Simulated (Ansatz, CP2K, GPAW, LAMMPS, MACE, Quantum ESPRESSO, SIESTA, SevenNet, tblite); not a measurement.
## Ionic liquid Pyr13+ Cl- at 400 K (112 atoms) in tblite

Wanted: tblite inputs and outputs for ionic liquid Pyr13+ Cl- at 400 K (112 atoms), checked against a plane-wave reference.

Main program and level: tblite 0.8.0; the method is named at each step.

## (1) Starting point

The cell holds 112 atoms: 32 C, 4 N, 72 H and 4 Cl. Cell: a = 10.205 Å, b = 10.205 Å, c = 10.205 Å, α = 90.0°, β = 90.0°, γ = 90.0°. 4 Pyr13+, 4 Cl- placed at random, at 1.02 g/cm³; overlaps pushed apart, then 10 ps at 700 K with Joung-Cheatham ions (J. Phys. Chem. B 112, 9020 (2008)); MMFF94 bonds, angles, torsions, charges and radii (Halgren, J. Comput. Chem. 17, 490 (1996)) in harmonic and 12-6 forms; charges of ions scaled by 0.8. Snapshot after 30 ps at 400 K and fixed volume.

The yardstick, on the same geometry:

```
method                                           : Kohn-Sham DFT, PBE, SSSP efficiency 1.3.0 pseudopotentials, plane waves (Quantum ESPRESSO 7.5); sssp-pbe-1.3.0-efficiency, cutoffs 60/480 Ry, Γ point
r.m.s. force component                           : 0.9434 eV/Å
longest force                                    : 3.389 eV/Å
pressure                                         : 2.016 GPa
gap (highest filled to lowest empty level) : 4.009 eV
time                                             : 1.7 min on 2 MPI ranks of Arm Neoverse V2, shared host
CPU time                                         : 3.4 min
```

## (2) GFN2-xTB

Method: GFN2-xTB tight binding, diagonalisation.

The input, run.py:

```python
import numpy as np
from ase.io import read
from tblite.ase import TBLite

atoms = read("structure.xyz")
atoms.calc = TBLite(method="GFN2-xTB", electronic_temperature=580, accuracy=1.0, max_iterations=250, mixer_damping=0.4, verbosity=1)
energy = atoms.get_potential_energy()
forces = atoms.get_forces()
print(f"energy {energy:.6f} eV")
print("forces (eV/A)")
for i, (a, f) in enumerate(zip(atoms, forces)):
    print(f"{i:4d} {a.symbol:2s} {f[0]:10.5f} {f[1]:10.5f} {f[2]:10.5f}")
stress = -atoms.get_stress(voigt=False) * 160.21766
print("stress (GPa, compression positive)")
for row in stress:
    print(" ".join(f"{x:10.4f}" for x in row))
print("charges (e)")
print(np.array2string(atoms.get_charges(), precision=4, suppress_small=True, max_line_width=110, threshold=100000))
```

The input, structure.xyz:

```xyz
112
Lattice="10.20511 0.00000 0.00000 0.00000 10.20511 0.00000 0.00000 0.00000 10.20511" Properties=species:S:1:pos:R:3 pbc="T T T"
C 1.25778 5.87018 4.11439
C 0.19890 6.20961 3.09919
C 0.15012 7.72078 2.95346
N 9.26359 8.16184 2.05674
C 7.94907 7.95233 2.90305
C 9.41768 9.60740 1.80722
C 0.24370 9.69883 0.61965
C 0.10562 8.29441 10.17276
C 9.25583 7.58678 0.68854
H 1.23043 4.79610 4.17797
H 0.92642 6.33533 5.04204
H 2.30105 6.19909 3.91325
H 0.56945 5.77099 2.23400
H 9.39095 5.88508 3.42075
H 1.00653 8.05500 2.44535
H 0.04123 8.18909 3.91846
H 7.70914 6.88865 3.02990
H 7.20675 8.59250 2.43300
H 8.14592 8.40248 3.89917
H 8.52310 9.95958 1.20941
H 9.68169 10.17398 2.74252
H 10.18276 0.31075 0.00337
H 1.33728 9.84171 0.95806
H 1.08103 7.73751 0.13624
H 10.04897 8.44452 9.17735
H 9.41381 6.51770 0.77630
H 8.21338 7.88763 0.29248
C 1.37514 4.62945 9.85630
C 2.07449 3.76487 0.78814
C 3.19563 4.57015 1.48780
N 4.02285 3.82896 2.53924
C 4.84396 4.97652 3.16277
C 3.32156 3.10307 3.60444
C 4.13807 1.88968 3.87539
C 5.37697 1.92295 2.96438
C 4.93233 2.80151 1.80967
H 1.23604 5.66312 10.05009
H 1.96714 4.46749 8.94560
H 0.38820 4.23971 9.67516
H 1.29748 3.54342 1.50383
H 2.41698 2.84304 0.31503
H 3.92162 4.78987 0.74518
H 2.86978 5.43994 1.93295
H 4.23604 5.73833 3.56607
H 5.51545 4.52801 3.91366
H 5.53158 5.25624 2.40330
H 2.31278 2.96805 3.25094
H 3.34738 3.73834 4.57669
H 4.34983 1.65864 4.91754
H 3.63608 1.03021 3.57240
H 6.17491 2.42606 3.49056
H 5.66475 0.94050 2.73599
H 4.31952 2.29237 1.10307
H 5.77466 3.25819 1.34258
C 6.23155 5.68823 9.87008
C 6.14633 6.80242 8.82885
[... 52 atom lines left out ...]
Cl 4.09296 8.40472 2.15369
Cl 8.98029 7.91365 6.33992
Cl 8.61760 3.13532 1.82437
Cl 3.80998 3.19012 7.19215
```

Command:

```console
> OMP_NUM_THREADS=1 python run.py > output.txt
```

Output:

```text
------------------------------------------------------------
  cycle        total energy    energy error   density error
------------------------------------------------------------
      1     -135.0041562642  -1.3665449E+02   1.1139242E-01
      2     -135.0753622487  -7.1205985E-02   7.0567533E-02
      3     -135.0755705921  -2.0834339E-04   1.1252471E-02
      4     -135.0808534885  -5.2828964E-03   3.4632634E-03
      5     -135.0809898582  -1.3636970E-04   2.0540237E-03
      6     -135.0810577665  -6.7908311E-05   9.9433403E-04
      7     -135.0810805091  -2.2742583E-05   7.0157476E-04
      8     -135.0811003052  -1.9796058E-05   2.4335031E-04
      9     -135.0811021731  -1.8679302E-06   6.6929870E-05
     10     -135.0811022905  -1.1742728E-07   2.0461763E-05
     11     -135.0811022951  -4.5398281E-09   7.9227959E-06
------------------------------------------------------------
 total:                                   8.120 sec
energy -3675.744019 eV
forces (eV/A)
   0 C     0.02416    0.11314    1.03562
   1 C    -0.38420    1.31609    1.05151
   2 C    -0.61927   -0.60495   -0.92186
   3 N    -2.15607    0.38553    2.26945
   4 C     1.63906    0.91006   -0.70808
   5 C     0.24038    0.67093   -1.52133
   6 C     1.60344   -1.09569    2.22430
   7 C     2.51835    0.75797    1.01745
   8 C    -2.68176    0.04526    1.29958
   9 H     0.34512   -0.29674    0.44219
  10 H     0.36022   -0.24419    0.29860
  11 H    -1.05307    0.06080   -0.18172
  12 H    -0.23917   -0.89293   -1.85404
  13 H     0.96973   -0.33964   -0.26269
  14 H     1.68561    0.43438   -0.13219
  15 H    -0.05073    0.11738    0.28087
  16 H    -0.06497    0.67567   -0.42711
  17 H    -0.41162   -0.64824   -0.02786
  18 H    -0.07418   -0.51568   -0.45279
  19 H     0.35225   -0.06155    1.72461
  20 H    -0.54512   -0.43244   -1.22390
  21 H    -0.06976    0.62431   -0.63205
  22 H    -1.63360   -0.04852   -0.30769
  23 H    -0.94346    0.68970   -0.68737
[...]
104 H    -0.41082    0.25400    0.63829
 105 H     0.45178    0.69195   -0.38321
 106 H    -0.81352   -0.03237   -0.26160
 107 H     0.19212    0.87454   -1.13478
 108 Cl   -0.05723   -0.12749   -0.13250
 109 Cl   -0.09402    0.11490    0.04479
 110 Cl    0.02034    0.08776    0.11175
 111 Cl    0.06929    0.10783   -0.11253
stress (GPa, compression positive)
   -1.7291     0.2449    -0.2210
    0.2449    -0.4668     0.1152
   -0.2210     0.1152    -0.8389
charges (e)
[-0.1051 -0.0581 -0.0321  0.087  -0.0806 -0.0266 -0.0658 -0.0636 -0.0102  0.0417  0.056   0.0339  0.0623
  0.0594  0.0907  0.099   0.0964  0.0926  0.1146  0.0869  0.0896  0.0628  0.0547  0.0448  0.0903  0.0928
  0.0678 -0.1035 -0.0579 -0.0362  0.0797 -0.0745 -0.0201 -0.0694 -0.0591 -0.0199  0.0317  0.0589  0.0453
  0.0655  0.0488  0.0834  0.0981  0.106   0.0811  0.0945  0.0733  0.0982  0.0668  0.0672  0.0573  0.0793
  0.0801  0.1044 -0.0987 -0.0545 -0.0312  0.0893 -0.0753 -0.0177 -0.0583 -0.0576 -0.0191  0.0448  0.0436
  0.0498  0.0418  0.0622  0.0927  0.0857  0.1176  0.0856  0.0888  0.0739  0.0906  0.0661  0.0799  0.0616
  0.0683  0.0852  0.0797 -0.1042 -0.0548 -0.0302  0.0992 -0.0749 -0.0144 -0.0585 -0.0614 -0.0304  0.0611
  0.0467  0.0101  0.0678  0.0597  0.0843  0.0707  0.0901  0.097   0.0973  0.0972  0.0768  0.0508  0.0657
  0.092   0.0517  0.0935  0.1001 -0.992  -0.9795 -0.9866 -0.9799]
```

It took 8.6 s on 1 thread of Arm Neoverse V2, shared host; peak memory 0.17 GiB.

Banners, paths, timers and routine set-up lines are dropped from the logs unmarked, and long logs keep their key lines alone; longer cuts are marked.

Compared with the plane-wave run:

```yaml
r_m_s_force_component: 0.9003 eV/Å
r_m_s_difference_of_force_components: 273.5 meV/Å
longest_difference_of_force_vectors: 1162 meV/Å
force_difference_over_r_m_s_force: 28.99 %
slope_of_forces_against_the_reference_s: 0.9134
correlation_of_force_components: 0.9571
pressure: -1.012 GPa
pressure_difference: -3.027 GPa
```

Length of the force difference by element (eV/Å):

```tsv
element	atoms	mean	most
C	32	0.65	1.2
Cl	4	0.10	0.18
H	72	0.30	0.53
N	4	0.28	0.44
```

A closer look about N58, one of the 4 N atoms: 9 atoms, nearest first, numbered in the order of the input, with positions taken from that point.

```tsv
atom	x	y	z	distance (Å)	bonds	Mulliken charge (e)	Fx	Fy	Fz (eV/Å)
N58	0.00	0.00	0.00	0.00	4	0.09	-0.04	-0.72	1.42
C59	0.82	-0.06	-1.25	1.50	4	-0.08	-1.75	0.67	0.06
C63	-1.49	0.02	-0.25	1.51	4	-0.02	0.08	-0.74	-1.03
C57	0.18	-1.25	0.84	1.52	4	-0.03	1.89	1.98	0.91
C60	0.29	1.27	0.83	1.54	4	-0.02	1.38	0.28	-2.64
H80	-1.62	-0.32	-1.28	2.10	1	0.09	-0.32	-0.20	0.39
H73	0.70	-1.05	-1.69	2.10	1	0.09	0.19	-0.05	-0.05
H72	0.40	0.69	-1.96	2.12	1	0.09	0.21	-0.47	0.36
H74	0.82	1.97	0.09	2.13	1	0.07	-0.74	-0.70	0.94
```

Atoms are counted from 1 here, from 0 in the log.

Forces lie 29 % from the reference's, at 0.042 times its CPU time (on 1 against 2 cores).

Left out of this page: tblite IPEA1-xTB (killed or ended with an error).

## (3) What came out

* force difference from the reference: tblite GFN2-xTB, 29 %
* its CPU time: 8.6 s

**Reading.** Tight binding differs by 29 % (tblite GFN2-xTB); it is another model, with fitted parameters of its own, and the xTB methods hold dispersion. One electronic-structure run takes under half the reference's CPU time: tblite GFN2-xTB, at 29 % in 8.6 s against 3.4 min; its pressure misses by -3.0 GPa. Periodic xTB results under one method name differ between programs and library versions. The reference's pressure holds the uncorrected Pulay stress of its 60 Ry basis, so small pressure differences, and their order, may be the reference's own error. The network of contacts between molecules at the start is that of the classical potential that made the cell, and needn't be the one that DFT or experiment would give. The reference's PBE has no dispersion term, which matters for the binding between molecules or layers. The density was typed from a rule of thumb and may lie off the real one at this temperature. The electronic-structure runs sample only Γ, in a cell whose shortest periodic width is 10 Å.

[Also dropped from logs without a mark: logging warnings of Python, and SIESTA's first energy breakdown and zero terms.]

[Logs are printed without paths, hosts, clocks, repeated set-up lines and the standing remarks that a program may print on its own settings, such as how far it seeks lower states.]

[Hosts, paths, dates, database ids (printed as entryN), source tags and the programs' standing remarks are cut or masked in the printed files.]

[The MMFF94 radii named for the starting cell were scaled by 0.96; in molecules described by MMFF94, hydrogen bound to N, O or S took a small fixed 12-6 site in their place.]
